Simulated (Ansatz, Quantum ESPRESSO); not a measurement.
# SrO (Fm-3m): phonons by linear response, part 3 of 4

How does SrO (Fm-3m) vibrate, and is this structure a minimum?

Quantum ESPRESSO 7.5; DFT LDA, scalar-relativistic, plane waves, GBRV ultrasoft pseudopotentials.

So far, highest frequency (cm⁻¹): step 7 (dispersion) 474. The relaxed cell has a = 5.065 Å (conventional setting).

The database entry behind the starting cell differs from later determinations by our own check (about 0.5 % short), so it need not match the best structure at ambient conditions.

## Step 9: Modes with the sum rule

A rigid shift of the crystal must cost nothing, but grids and finite bases break this; the acoustic sum rule is imposed before the matrix is diagonalised again. With Born charges the intensities follow, and the static dielectric tensor.

dynmat.in

```
&input
   fildyn = 'x.dyn1'
   asr = 'simple'
   fileig = 'dynmat.eig'
   lperm = .true.
/
```

Started as:

```bash
$ dynmat.x -in dynmat.in > dynmat.out
```

Numbers of over 12 decimals in the logs are rounded to 6 here.

The log of the run:

```text
[banner, memory and clock lines left out]
Program DYNMAT v.7.5

     Reading Dynamical Matrix from file x.dyn1
     ...Force constants read
     ...epsilon and Z* read
     A direction for q was not specified:TO-LO splitting will be absent

     Polarizability (A^3 units)
     multiply by 0.510787 for Clausius-Mossotti correction
         7.428863    0.000000    0.000000
         0.000000    7.428863   -0.000000
         0.000000   -0.000000    7.428863

     IR activities are in (D/A)^2/amu units

# mode   [cm-1]    [THz]      IR
    1      0.00    0.0000    0.0000
    2      0.00    0.0000    0.0000
    3      0.00    0.0000    0.0000
    4    217.78    6.5288   10.4422
    5    217.78    6.5288   10.4422
    6    217.78    6.5288   10.4422

Electronic dielectric permittivity tensor (relative, adimensional)
         3.873293    0.000000    0.000000
         0.000000    3.873293   -0.000000
         0.000000   -0.000000    3.873293

 ... with zone-center polar mode contributions
        18.326433    0.000000    0.000000
         0.000000   18.326433    0.000000
         0.000000    0.000000   18.326433
```

Wall time 0.73 s (1 thread of AMD EPYC 9R14 (Zen 4), shared host).

Numbers from this step:

```yaml
highest_optical_zone_centre_mode_no_lo_to_term: 217.8 cm⁻¹
lowest_optical_zone_centre_mode: 217.8 cm⁻¹
mean_static_dielectric_constant: 18.33
```

Unit eigenvectors of the mass-weighted matrix after the sum rule; no LO-TO term. The modes at Γ (shares of kinetic energy by element, %):

| mode | frequency (cm⁻¹) | symmetry | Sr % | O % |
| --- | --- | --- | --- | --- |
| 1 | 0.0 | acoustic | 85 | 15 |
| 2 | 0.0 | acoustic | 85 | 15 |
| 3 | 0.0 | acoustic | 85 | 15 |
| 4 | 217.8 | T1u | 15 | 85 |
| 5 | 217.8 | T1u | 15 | 85 |
| 6 | 217.8 | T1u | 15 | 85 |

Displacements in mode 5 (217.8 cm⁻¹), the largest set to 1:
```
Sr1  0.00  0.00 -0.18
O2   0.00  0.00  1.00
```

Degenerate modes summed, no LO-TO term. Infrared lines, with heights relative to the strongest:

| position (cm⁻¹) | lines merged | label | IR intensity, relative |
| --- | --- | --- | --- |
| 218 | 3 | T1u | 100 |

Static dielectric tensor (ions relaxed, fixed cell):

```
18.33  0.00  0.00
 0.00 18.33  0.00
 0.00  0.00 18.33
```

The rule moves no optical mode by more than 0.3 cm⁻¹.

## Step 10: Sum rules set otherwise (asr no)

Without the rule the raw error of the acoustic modes shows.

dynmat.in

```
&input
   fildyn = 'x.dyn1'
   asr = 'no'
   fileig = 'dynmat.eig'
   lperm = .true.
/
```

Started as:

```bash
$ dynmat.x -in dynmat.in > dynmat.out
```

The log of the run:

```text
[banner, memory and clock lines left out]
Program DYNMAT v.7.5

     Reading Dynamical Matrix from file x.dyn1
     ...Force constants read
     ...epsilon and Z* read
     A direction for q was not specified:TO-LO splitting will be absent

     Polarizability (A^3 units)
     multiply by 0.510787 for Clausius-Mossotti correction
         7.428863    0.000000    0.000000
         0.000000    7.428863   -0.000000
         0.000000   -0.000000    7.428863

     IR activities are in (D/A)^2/amu units

# mode   [cm-1]    [THz]      IR
    1     -6.61   -0.1981    0.0000
    2     -6.61   -0.1981    0.0000
    3     -6.61   -0.1981    0.0000
    4    217.58    6.5229   10.4495
    5    217.58    6.5229   10.4495
    6    217.58    6.5229   10.4495

Electronic dielectric permittivity tensor (relative, adimensional)
         3.873293    0.000000    0.000000
         0.000000    3.873293   -0.000000
         0.000000   -0.000000    3.873293

 ... with zone-center polar mode contributions
        18.362941    0.000000    0.000000
         0.000000   18.362941    0.000000
         0.000000    0.000000   18.362941
```

The job ended after 0.72 s (1 thread).

Numbers from this step:

- highest optical zone-centre mode (no LO-TO term): 217.6 cm⁻¹
- lowest optical zone-centre mode: 217.6 cm⁻¹
- mean static dielectric constant: 18.36

Zone-centre frequencies as printed; negative means imaginary. Modes:

| mode | frequency (cm⁻¹) |
| --- | --- |
| 1 | -6.61 |
| 2 | -6.61 |
| 3 | -6.61 |
| 4 | 217.6 |
| 5 | 217.6 |
| 6 | 217.6 |

Against the first rule no mode moves by more than 6.7 cm⁻¹.

## Step 11: Sum rules set otherwise: a sum rule for molecules or wires on a crystal

This rule also removes rotations, which suits wires and not a crystal; it is tried to see the harm.

dynmat.in

```
&input
   fildyn = 'x.dyn1'
   asr = 'one-dim'
   fileig = 'dynmat.eig'
   lperm = .true.
/
```

Started as:

```bash
$ dynmat.x -in dynmat.in > dynmat.out
```

The log of the run:

```text
[banner, memory and clock lines left out]
Program DYNMAT v.7.5

     Reading Dynamical Matrix from file x.dyn1
     ...Force constants read
     ...epsilon and Z* read
asr rotation axis in 1D system=    3
     Acoustic Sum Rule: || Z*(ASR) - Z*(orig)|| =    3.499486E+00
     Acoustic Sum Rule: ||dyn(ASR) - dyn(orig)||=    9.695564E-02
     A direction for q was not specified:TO-LO splitting will be absent

     Polarizability (A^3 units)
     multiply by 0.510787 for Clausius-Mossotti correction
         7.428863    0.000000    0.000000
         0.000000    7.428863   -0.000000
         0.000000   -0.000000    7.428863

     IR activities are in (D/A)^2/amu units

# mode   [cm-1]    [THz]      IR
    1     -0.00   -0.0000    0.0000
    2      0.00    0.0000    0.0000
    3      0.00    0.0000    0.0000
    4      0.00    0.0000    0.0000
    5    217.59    6.5231   10.4422
    6    217.59    6.5231   10.4422

Electronic dielectric permittivity tensor (relative, adimensional)
         3.873293    0.000000    0.000000
         0.000000    3.873293   -0.000000
         0.000000   -0.000000    3.873293

 ... with zone-center polar mode contributions
        11.112625   -7.239333    0.000000
        -7.239333   11.112625    0.000000
         0.000000    0.000000   18.351958
```

Wall time 0.72 s (1 thread).

The run ended normally, but on settings that are not sound.

The fault: a sum rule for molecules or wires on a crystal; 1 optical mode is projected out to zero frequency, as if it were a rotation, and the static dielectric tensor is spoilt.

For a crystal the rule has to be 'simple' or 'crystal'.

Zone-centre frequencies as printed; negative means imaginary. Modes:

| mode | frequency (cm⁻¹) |
| --- | --- |
| 1 | 0 |
| 2 | 0 |
| 3 | 0 |
| 4 | 0 |
| 5 | 217.6 |
| 6 | 217.6 |

## Step 12: The LO-TO splitting (1 0 0)

A longitudinal polar mode sets up a macroscopic field that stiffens it; the term hangs on the direction from which q goes to zero.

dynmat.in

```
&input
   fildyn = 'x.dyn1'
   asr = 'simple'
   fileig = 'dynmat.eig'
   q(1) = 1.0
   q(2) = 0.0
   q(3) = 0.0
/
```

Started as:

```bash
$ dynmat.x -in dynmat.in > dynmat.out
```

The log of the run:

```text
[banner, memory and clock lines left out]
Program DYNMAT v.7.5

     Reading Dynamical Matrix from file x.dyn1
     ...Force constants read
     ...epsilon and Z* read

     Polarizability (A^3 units)
     multiply by 0.510787 for Clausius-Mossotti correction
         7.428863    0.000000    0.000000
         0.000000    7.428863   -0.000000
         0.000000   -0.000000    7.428863

     IR activities are in (D/A)^2/amu units

# mode   [cm-1]    [THz]      IR
    1      0.00    0.0000    0.0000
    2      0.00    0.0000    0.0000
    3      0.00    0.0000    0.0000
    4    217.78    6.5288   10.4422
    5    217.78    6.5288   10.4422
    6    473.71   14.2015   10.4422
```

Run time: 0.76 s. Hardware: 1 thread.

This step gave:

- highest mode moved by the LO-TO term: 473.7 cm⁻¹

Zone-centre frequencies as printed; negative means imaginary. Modes:

| mode | frequency (cm⁻¹) |
| --- | --- |
| 1 | 0 |
| 2 | 0 |
| 3 | 0 |
| 4 | 217.8 |
| 5 | 217.8 |
| 6 | 473.7 |

The field moves one mode, from 218 to 474 cm⁻¹; the others stay.

## Step 13: The dispersion under another sum rule (asr all)

The sum rule corrects the force constants themselves, so it can shift branches at any wavevector, low ones most.

matdyn.in

```
&input
   asr = 'all'
   flfrc = 'x.fc'
   flfrq = 'x.freq'
   flvec = 'x.modes'
   q_in_band_form = .true.
   q_in_cryst_coord = .true.
/
8
  0.0000000   0.0000000   0.0000000   8  ! GAMMA
 -0.0000000   0.5000000   0.5000000   8  ! X
 -0.0000000   0.6250000   0.3750000   1  ! U
 -0.3750000   0.3750000  -0.0000000   8  ! K
  0.0000000   0.0000000   0.0000000   8  ! GAMMA
 -0.0000000   0.5000000  -0.0000000   8  ! L
 -0.2500000   0.5000000   0.2500000   8  ! W
 -0.0000000   0.5000000   0.5000000   1  ! X
```

Started as:

```bash
$ matdyn.x -in matdyn.in > matdyn.out
```

The log of the run:

```text
[banner, memory and clock lines left out]
Program MATDYN v.7.5

 mass for atomic type   1 not given; uses mass from file x.fc
 mass for atomic type   2 not given; uses mass from file x.fc

     WARNING: To use asr = 'all' for infrared-active solids, i.e., solids with nonzero
     Born effective charge, one must set read_lr = .true. in the matdyn.x input. Also,
     the flfrc file must have been constructed with write_lr = .true. in the q2r.x input.
     If the system is infrared inactive and you have nonzero Born effective charge due to
     numerical noise, you can ignore this warning.

 Norm of the difference between old and new effective charges:    1.3785e-16

 Huang before:    1   1   1   2,   residual stress:  -0.000000
 Huang before:    1   1   1   3,   residual stress:  -0.000000
 Huang before:    1   1   2   2,   residual stress:  -0.000000
 Huang before:    1   1   2   3,   residual stress:  -1e-16
 Huang before:    1   1   3   3,   residual stress:  -0.000000
 Huang before:    1   2   1   3,   residual stress:   0.000000
 Huang before:    1   2   2   2,   residual stress:  -0.000000
 Huang before:    1   2   2   3,   residual stress:  -0.000000
 Huang before:    1   2   3   3,   residual stress:  -1e-16
 Huang before:    1   3   2   2,   residual stress:  -1e-16
 Huang before:    1   3   2   3,   residual stress:  -0.000000
 Huang before:    1   3   3   3,   residual stress:   0.000000
 Huang before:    2   2   2   3,   residual stress:   0.000000
 Huang before:    2   2   3   3,   residual stress:  -0.000000
 Huang before:    2   3   3   3,   residual stress:  -0.000000

 Norm of the difference between old and new force-constants:   4.07189e-05

   You are using asr="all", please consider citing C. Lin, S. Ponc\'e and N. Marzari, npj Comput Mater 8, 236 (2022).
```

The job ended after 0.82 s (1 thread).

At the labelled points the branches move by no more than 0.3 cm⁻¹. The log warns that this rule wants the long-range part of the force constants stored apart (write_lr, read_lr) in a polar crystal, which was not done.

## Step 14: A changed mass

Force constants don't depend on the masses, so an isotope effect costs no new response.

matdyn.in

```
&input
   asr = 'simple'
   flfrc = 'x.fc'
   flfrq = 'x.freq'
   flvec = 'x.modes'
   q_in_band_form = .true.
   q_in_cryst_coord = .true.
   amass(1) = 87.62
   amass(2) = 31.998
/
8
  0.0000000   0.0000000   0.0000000   8  ! GAMMA
 -0.0000000   0.5000000   0.5000000   8  ! X
 -0.0000000   0.6250000   0.3750000   1  ! U
 -0.3750000   0.3750000  -0.0000000   8  ! K
  0.0000000   0.0000000   0.0000000   8  ! GAMMA
 -0.0000000   0.5000000  -0.0000000   8  ! L
 -0.2500000   0.5000000   0.2500000   8  ! W
 -0.0000000   0.5000000   0.5000000   1  ! X
```

Started as:

```bash
$ matdyn.x -in matdyn.in > matdyn.out
```

The log of the run:

```text
[banner, memory and clock lines left out]
Program MATDYN v.7.5
```

The job ended after 0.84 s (1 thread).

Matdyn.x, sum rule simple. Phonon branches along the path, in cm⁻¹:

| point | branch 1 | branch 2 | branch 3 | branch 4 | branch 5 | branch 6 |
| --- | --- | --- | --- | --- | --- | --- |
| Γ | 0 | 0 | 0 | 166 | 166 | 360 |
| halfway | 87 | 87 | 156 | 178 | 178 | 310 |
| X | 120 | 120 | 181 | 181 | 194 | 225 |
| halfway | 123 | 139 | 183 | 192 | 200 | 222 |
| U | 126 | 172 | 184 | 189 | 213 | 237 |
| jump to K | 126 | 172 | 184 | 189 | 213 | 237 |
| halfway | 95 | 106 | 163 | 188 | 191 | 327 |
| Γ | 0 | 0 | 0 | 166 | 166 | 360 |
| halfway | 83 | 83 | 148 | 185 | 185 | 344 |
| L | 111 | 111 | 203 | 203 | 235 | 310 |
| halfway | 123 | 144 | 199 | 202 | 212 | 279 |
| W | 152 | 171 | 171 | 202 | 202 | 232 |
| halfway | 138 | 139 | 189 | 190 | 208 | 218 |
| X | 120 | 120 | 181 | 181 | 194 | 225 |

The phonon branches as a text plot (rows in cm⁻¹):

```
    352 |****                      *********
    337 |    *                   **         ***
    322 |                       *              *
    307 |     **              **                *****
    292 |                   **                       *
    277 |       **                                    *
    262 |                  *                           *
    247 |         *                                     *
    232 |          ***   **                     *****    ****   *
    217 |             *****                          **     ****
    202 |              **  *****               ****************
    187 |         **********  *****         ***         *   *****
    172 |*********        **       ********* **          ***
    157 |     **         *  **  *                      ** ***
    142 |              **                   *         * **  **
    127 |    *       *******  ** **                 ****      ***
    112 |         ***       *****          *    ******
     97 |  **   **              *  **        ***
     82 |     **                 **      ** *
     67 |    *                             *
     52 | ***                      ***   **
     37 |                            *  *
     22 | *                          *  *
      7 |*                            **
         Γ           X  U|K            Γ         L        W     X
```

The top of the path falls from 474 to 360 cm⁻¹, a ratio of 0.76; a mode of that atom alone would give 0.71.

(Part 3 of 4 ends here.)

[Host names and launcher messages were left out of these logs when they were recorded.]

[Logs are printed without paths, hosts, clocks, repeated set-up lines and the standing remarks that a program may print on its own settings, such as how far it seeks lower states.]

[Hosts, paths, dates, database ids (printed as entryN), source tags and the programs' standing remarks are cut or masked in the printed files.]
